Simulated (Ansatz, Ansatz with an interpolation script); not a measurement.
An input for Ansatz 0.2.0 (ThSO (P4/nmm)):

```yaml
crystal:
  lattice:
    - [3.963, 0.0, 0.0]
    - [0.0, 3.963, 0.0]
    - [0.0, 0.0, 6.746]
  atoms:
    - { symbol: Th, position: [0.0, 0.5, 0.2] }
    - { symbol: Th, position: [0.5, 0.0, 0.8] }
    - { symbol: S, position: [0.0, 0.5, 0.647] }
    - { symbol: S, position: [0.5, 0.0, 0.353] }
    - { symbol: O, position: [0.0, 0.0, 0.0] }
    - { symbol: O, position: [0.5, 0.5, 0.0] }
kpoints:
  mp_grid: { grid: [4, 4, 4] }
hamiltonian:
  xc: lda
  pseudopotentials: { kind: paw, azcp: { folder: soft_1 }, xc_functional: pbe }
scf:
  occupations: { method: fixed }
gw:
  n_empty_bands: 441
  ecut_chi: 150.0
  qp_bands: [v12, c8]
  screening: { model: contour_deformation }
```

```sh
ansatz run input.yaml --threads 8 --pin off --max-ram 18432MiB --backend cpu --events-out ev --progress --plain --runs-dir out
```

Estimate wall time and host memory on 8 threads of AMD EPYC 7B13 (Zen 3), shared host.

It took 7.8 min; on shared hardware allow 3.9 min to 16 min. Peak host memory was 3.0 GiB. The sizes that set the cost: 2079 plane waves a state, 18 irreducible k points, 465 bands summed, 433 plane waves in the screening and 8 SCF cycles.

The screening grows as filled bands × empty bands × pairs of k points, times the square of the screening basis for the matrix.

[Paths, hosts, dates, memory and timing lines, banners, echoed tables and standing remarks are left out of the program output.]

[Logs are printed without paths, hosts, clocks, repeated set-up lines and the standing remarks that a program may print on its own settings, such as how far it seeks lower states.]

[Runs of the session that timed out or met a known fault of the program may be left out.]

[Hosts, paths, dates, database ids (printed as entryN), source tags and the programs' standing remarks are cut or masked in the printed files.]
